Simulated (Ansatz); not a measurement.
The compound is Li2FeBr4 (Cmmm).

It takes space group Cmmm (No. 65, orthorhombic). The conventional cell has a = 7.888 Å, b = 11.004 Å, c = 3.806 Å, α = 90.00°, β = 90.00°, γ = 90.00°. Li has 6 Br at 2.74 to 2.75 Å nearest. Fe has 6 Br at 2.64 to 2.65 Å nearest. Br has 2 Fe at 2.65 Å and 2 Li at 2.75 Å nearest. Nearest to Br lie 1 Fe at 2.64 Å and 4 Li at 2.74 Å. Farther neighbours and most contacts between anions are not listed.

```xyz
7
Lattice="-5.5022 2.7889 2.7889 5.5022 2.7889 2.7889 0.0000 2.6914 -2.6914" Properties=species:S:1:pos:R:3 pbc="T T T"
Li   -2.7511    2.7401    0.0488
Li    2.7511    2.7401    0.0488
Fe    0.0000    0.0000    0.0000
Br    0.0000    2.6478   -0.0436
Br    0.0000    5.6214    2.9300
Br   -2.8608    2.7889    2.7889
Br    2.8608    2.7889    2.7889
```

The cell and positions are those that the Materials Project relaxed with its own functionals (PBE, PBE+U or r2SCAN), kept fixed. The program's search for lower electronic states was switched off, so nothing shows that the state found is the lowest. PAW set soft_2, made with PBE.

A constrained-RPA run (Ansatz 0.2.0; non-magnetic PBEsol; Fe t2g, bands v3 to v1, 2×2×4 mesh, medium accuracy) builds 3 functions on bands 0.58 eV wide, with 6.0 electrons in the window. The bare on-site interaction is 20.2 eV and the bare J 0.73 eV.

Estimate U, U′ and J.

On the Fe t2g shell, U = 2.96 eV (15 % of the bare value), U′ = 1.91 eV, J = 0.47 eV.

The parent state is non-magnetic and the interaction static (zero frequency); U depends on the window and the orbitals, so it belongs to this model alone. A model of the t2g bands alone assumes low spin; where the ion is high-spin, as for many Cr, Mn, Fe and Co compounds, the eg bands are needed too. Coarse meshes can leave U off its limit, most where the target bands are metallic.

[Paths, hosts, dates, memory and timing lines, banners, echoed tables and standing remarks are left out of the program output.]

[Logs are printed without paths, hosts, clocks, repeated set-up lines and the standing remarks that a program may print on its own settings, such as how far it seeks lower states.]

[Runs of the session that timed out or met a known fault of the program may be left out.]

[Hosts, paths, dates, database ids (printed as entryN), source tags and the programs' standing remarks are cut or masked in the printed files.]
